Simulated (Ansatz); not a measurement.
# How many bands does the GW gap of SiO2 (Fddd) need?, part 2 of 2

Wanted: a G0W0 gap for SiO2 (Fddd) that is converged in bands and cutoff, or an estimate of the limit.

Ansatz 0.2.0; G0W0 on LDA, plane waves, PAW; PAW set soft_1. Known limits of the many-body steps: not at the basis limit.

So far. Step 4 (898 empty bands, screening to 180 eV): Against the run with 4×4×4 mesh, 417 empty bands, screening to 108 eV, PAW set soft_1 files, the gap moves by +0.20 eV.

### 5. Changing the frequency model: 4×4×4 mesh, 417 empty bands, screening to 108 eV, plasmon pole, PAW set soft_1 files

A plasmon pole stands in for the full frequency dependence of the screening; this run shows what that costs in accuracy. Bands and cutoff differ from the step before, so it is read against an earlier run that matches them.

The input, input.yaml:

```yaml
crystal:
  lattice:
    - [0.0, 4.71625711, 7.3627753715]
    - [2.3595806657, 0.0, 7.3627753715]
    - [2.3595806657, 4.71625711, 0.0]
  atoms:
    - { symbol: Si, position: [0.56323108, 0.56323108, 0.93676892] }
    - { symbol: Si, position: [0.31323108, 0.31323108, 0.68676892] }
    - { symbol: Si, position: [0.68676892, 0.68676892, 0.31323108] }
    - { symbol: Si, position: [0.93676892, 0.93676892, 0.56323108] }
    - { symbol: O, position: [0.625, 0.125, 0.625] }
    - { symbol: O, position: [0.625, 0.625, 0.125] }
    - { symbol: O, position: [0.625, 0.625, 0.625] }
    - { symbol: O, position: [0.125, 0.625, 0.625] }
    - { symbol: O, position: [0.1865604, 0.8134396, 0.1865604] }
    - { symbol: O, position: [0.8134396, 0.1865604, 0.8134396] }
    - { symbol: O, position: [0.4365604, 0.0634396, 0.4365604] }
    - { symbol: O, position: [0.0634396, 0.4365604, 0.0634396] }
kpoints:
  mp_grid: { grid: [4, 4, 4] }
hamiltonian:
  xc: lda
  pseudopotentials: { kind: paw, azcp: { folder: soft_1 }, xc_functional: pbe }
scf:
  occupations: { method: fixed }
gw:
  n_empty_bands: 417
  ecut_chi: 108
  qp_bands: [v4, c4]
  qp_kpoints: band_edges
  screening: { model: godby_needs }
```

The run is started by

```
$ ansatz run input.yaml --threads 3 --pin off --max-ram 92160MiB --backend cuda --events-out ev --progress --plain --runs-dir out --devices 1 --max-vram 13GiB
```

Numbers of over 12 decimals in the logs are rounded to 6 here.

Log:

```text
GPUs: using 1 of 1 available (devices: 1).
[...]
GPU FFT provider: cuFFT
GPU libraries: cuBLAS 13.8.2, cuFFT 12.4.0, cuSOLVER 12.3.4
Crystal: 12 atoms, lattice volume = 163.872 Å³
Basis set: ecut = 420 eV, 3169 PW (Γ)
Bands: 44, of which v1, the nominal top of the filled ones, is band 32 counted from 1 (31 counted from 0)
Symmetry: 8 space group operations
[...]
k-points: 18 of 64
[...]
0    36      9.9041    -7.7439    -3.5691   -13.2195  0.8596    11.8270    11.8106  root
[...]
17    33      8.1256    -7.6193    -3.3038   -12.5606  0.8667     9.7738     9.7631  root
    17    34      8.1256    -7.6193    -3.3038   -12.5606  0.8667     9.7738     9.7631  root
    17    35     10.0021    -6.5266    -3.7690   -12.2452  0.8630    11.9681    11.9517  root
    17    36     10.0021    -6.5266    -3.7690   -12.2452  0.8630    11.9681    11.9517  root
[key lines of the parts left out:]
SCF converged after 8 iterations
Free energy (F): -6890.709766 eV
Fermi energy:    1.447511 eV
```

It took 1.8 min on 1 × NVIDIA H100 80GB HBM3 (shared by 6 runs) with 3 threads of AMD EPYC 7R13 (Zen 3), shared host; peak memory 3.5 GiB; 4.2 min of CPU time.

This step gave:

```
bands summed                                 : 449
plasmon-pole fit frequency                   : 23.21 eV
RPA ε∞ on this mesh (eigenvalues)            : 2.273, 2.324, 2.337
plane waves in the screening matrix          : 425
G0W0 gap on the mesh                         : 8.509 eV
k of the valence top                         : 0, 0, 0
k of the conduction bottom                   : 0, 0, 0
starting gap on the mesh                     : 5.533 eV
least direct G0W0 gap on the computed points : 8.509 eV
```

Against the run with 4×4×4 mesh, 417 empty bands, screening to 108 eV, PAW set soft_1 files, the gap moves by −0.02 eV.

### 6. Changing the files: 4×4×4 mesh, 417 empty bands, screening to 108 eV, hard PAW files

Other atomic data (hard PAW) test the pseudisation: the cutoff goes from 420 to 930 eV, with the same valence electrons.

This step: G0W0 on LDA, plane waves, PAW.

input.yaml: that of step 5 with these lines changed.

```diff
@@ -22,3 +22,3 @@
   xc: lda
-  pseudopotentials: { kind: paw, azcp: { folder: soft_1 }, xc_functional: pbe }
+  pseudopotentials: { kind: paw, source: ansatz }
 scf:
@@ -30,2 +30,2 @@
   qp_kpoints: band_edges
-  screening: { model: godby_needs }
+  screening: { model: contour_deformation }
```

Log:

```text
GPUs: using 1 of 1 available (devices: 1).
[...]
GPU FFT provider: cuFFT
GPU libraries: cuBLAS 13.8.2, cuFFT 12.4.0, cuSOLVER 12.3.4
Crystal: 12 atoms, lattice volume = 163.872 Å³
Basis set: ecut = 930 eV, 10581 PW (Γ)
Bands: 44, of which v1, the nominal top of the filled ones, is band 32 counted from 1 (31 counted from 0)
Symmetry: 8 space group operations
[...]
k-points: 18 of 64
[...]
0    36      9.9233    -7.6979    -3.6176   -13.1865  0.8538    11.8176    11.7943  root
[...]
17    33      8.1474    -7.6085    -3.3285   -12.5500  0.8626     9.7752     9.7604  root
    17    34      8.1474    -7.6085    -3.3285   -12.5500  0.8626     9.7752     9.7604  root
    17    35     10.0152    -6.4140    -3.8309   -12.1664  0.8576    11.9608    11.9367  root
    17    36     10.0152    -6.4140    -3.8309   -12.1664  0.8576    11.9608    11.9367  root
[key lines of the parts left out:]
SCF converged after 8 iterations
Free energy (F): -6890.465738 eV
Fermi energy:    1.466051 eV
```

Wall time 3.1 min (1 × NVIDIA H100 80GB HBM3 (shared by 6 runs) with 3 threads); peak memory 3.3 GiB; 5.5 min of CPU time.

Numbers from this step:

```yaml
bands_summed: 449
rpa_eps_infinity_on_this_mesh_eigenvalues: 2.271, 2.321, 2.334
plane_waves_in_the_screening_matrix: 425
g0w0_gap_on_the_mesh: 8.554 eV
k_of_the_valence_top: 0, 0, 0
k_of_the_conduction_bottom: 0, 0, 0
starting_gap_on_the_mesh: 5.537 eV
least_direct_g0w0_gap_on_the_computed_points: 8.554 eV
```

Against the run with 4×4×4 mesh, 417 empty bands, screening to 108 eV, PAW set soft_1 files, the gap moves by +0.02 eV.

### 7. The runs together

Times are wall times on 1 × NVIDIA H100 80GB HBM3 (shared by 6 runs) with 3 threads of AMD EPYC 7R13 (Zen 3), shared host, good to a factor of about two.

```csv
mesh,files,frequency,bands summed,cutoff (eV),start (eV),G0W0 (eV),time,host memory (GiB)
4×4×4,PAW set soft_1,contour deformation,179,54,5.533,8.379,28 s,1.4
4×4×4,PAW set soft_1,contour deformation,449,108,5.533,8.532,55 s,2.1
4×4×4,PAW set soft_1,contour deformation,930,180,5.533,8.731,3.3 min,4.4
4×4×4,PAW set soft_1,plasmon pole,449,108,5.533,8.509,1.8 min,3.5
4×4×4,hard PAW,contour deformation,449,108,5.537,8.554,3.1 min,3.3
```

How the two edges are built up, in eV (the quasiparticle level is the starting level plus Σx plus Σc less Vxc):

| run | edge | start | Σx | Σc | Vxc | Z | QP |
| --- | --- | --- | --- | --- | --- | --- | --- |
| 179 bands | valence top | 1.45 | -26.59 | 4.45 | -20.84 | 0.81 | 0.14 |
| 179 bands | conduction bottom | 6.98 | -6.97 | -3.25 | -11.76 | 0.87 | 8.52 |
| 449 bands | valence top | 1.45 | -26.59 | 4.23 | -20.84 | 0.80 | -0.07 |
| 449 bands | conduction bottom | 6.98 | -6.97 | -3.31 | -11.76 | 0.87 | 8.46 |
| 930 bands | valence top | 1.45 | -26.59 | 3.98 | -20.84 | 0.80 | -0.33 |
| 930 bands | conduction bottom | 6.98 | -6.97 | -3.36 | -11.76 | 0.87 | 8.41 |

### 8. Outcome

- 179 bands, 54 eV: 8.379 eV
- 449 bands, 108 eV: 8.532 eV
- 930 bands, 180 eV: 8.731 eV
- estimated limit in bands and cutoff: 8.92 eV
- mesh and start: 4×4×4, LDA

In words: A line in one over the bands through the two highest rungs gives 8.92 eV, +0.19 eV from the top rung; the pair below gives 8.63 eV, so the estimate is still climbing. The rungs stand 0.54 eV (179 bands), 0.39 eV (449 bands) and 0.19 eV (930 bands) from it. From 179 to 930 bands the gap moves by +0.35 eV while the time grows 7.2-fold. Σc changes by −0.47 eV at the valence top and −0.11 eV at the conduction bottom, so the valence edge carries most of the change. The plasmon-pole model gives −0.02 eV against contour deformation, 1 % of the correction, and saved no time in this program. Hard PAW files move the gap by +0.02 eV at equal bands and cutoff, +0.003 eV of it in the start.

[Paths, hosts, dates, memory and timing lines, banners, echoed tables and standing remarks are left out of the program output.]

[Logs are printed without paths, hosts, clocks, repeated set-up lines and the standing remarks that a program may print on its own settings, such as how far it seeks lower states.]

[Runs of the session that timed out or met a known fault of the program may be left out.]

[Cells called generated may have been cut or substituted from an entry of the Crystallography Open Database or the Materials Project.]

[Hosts, paths, dates, database ids (printed as entryN), source tags and the programs' standing remarks are cut or masked in the printed files.]
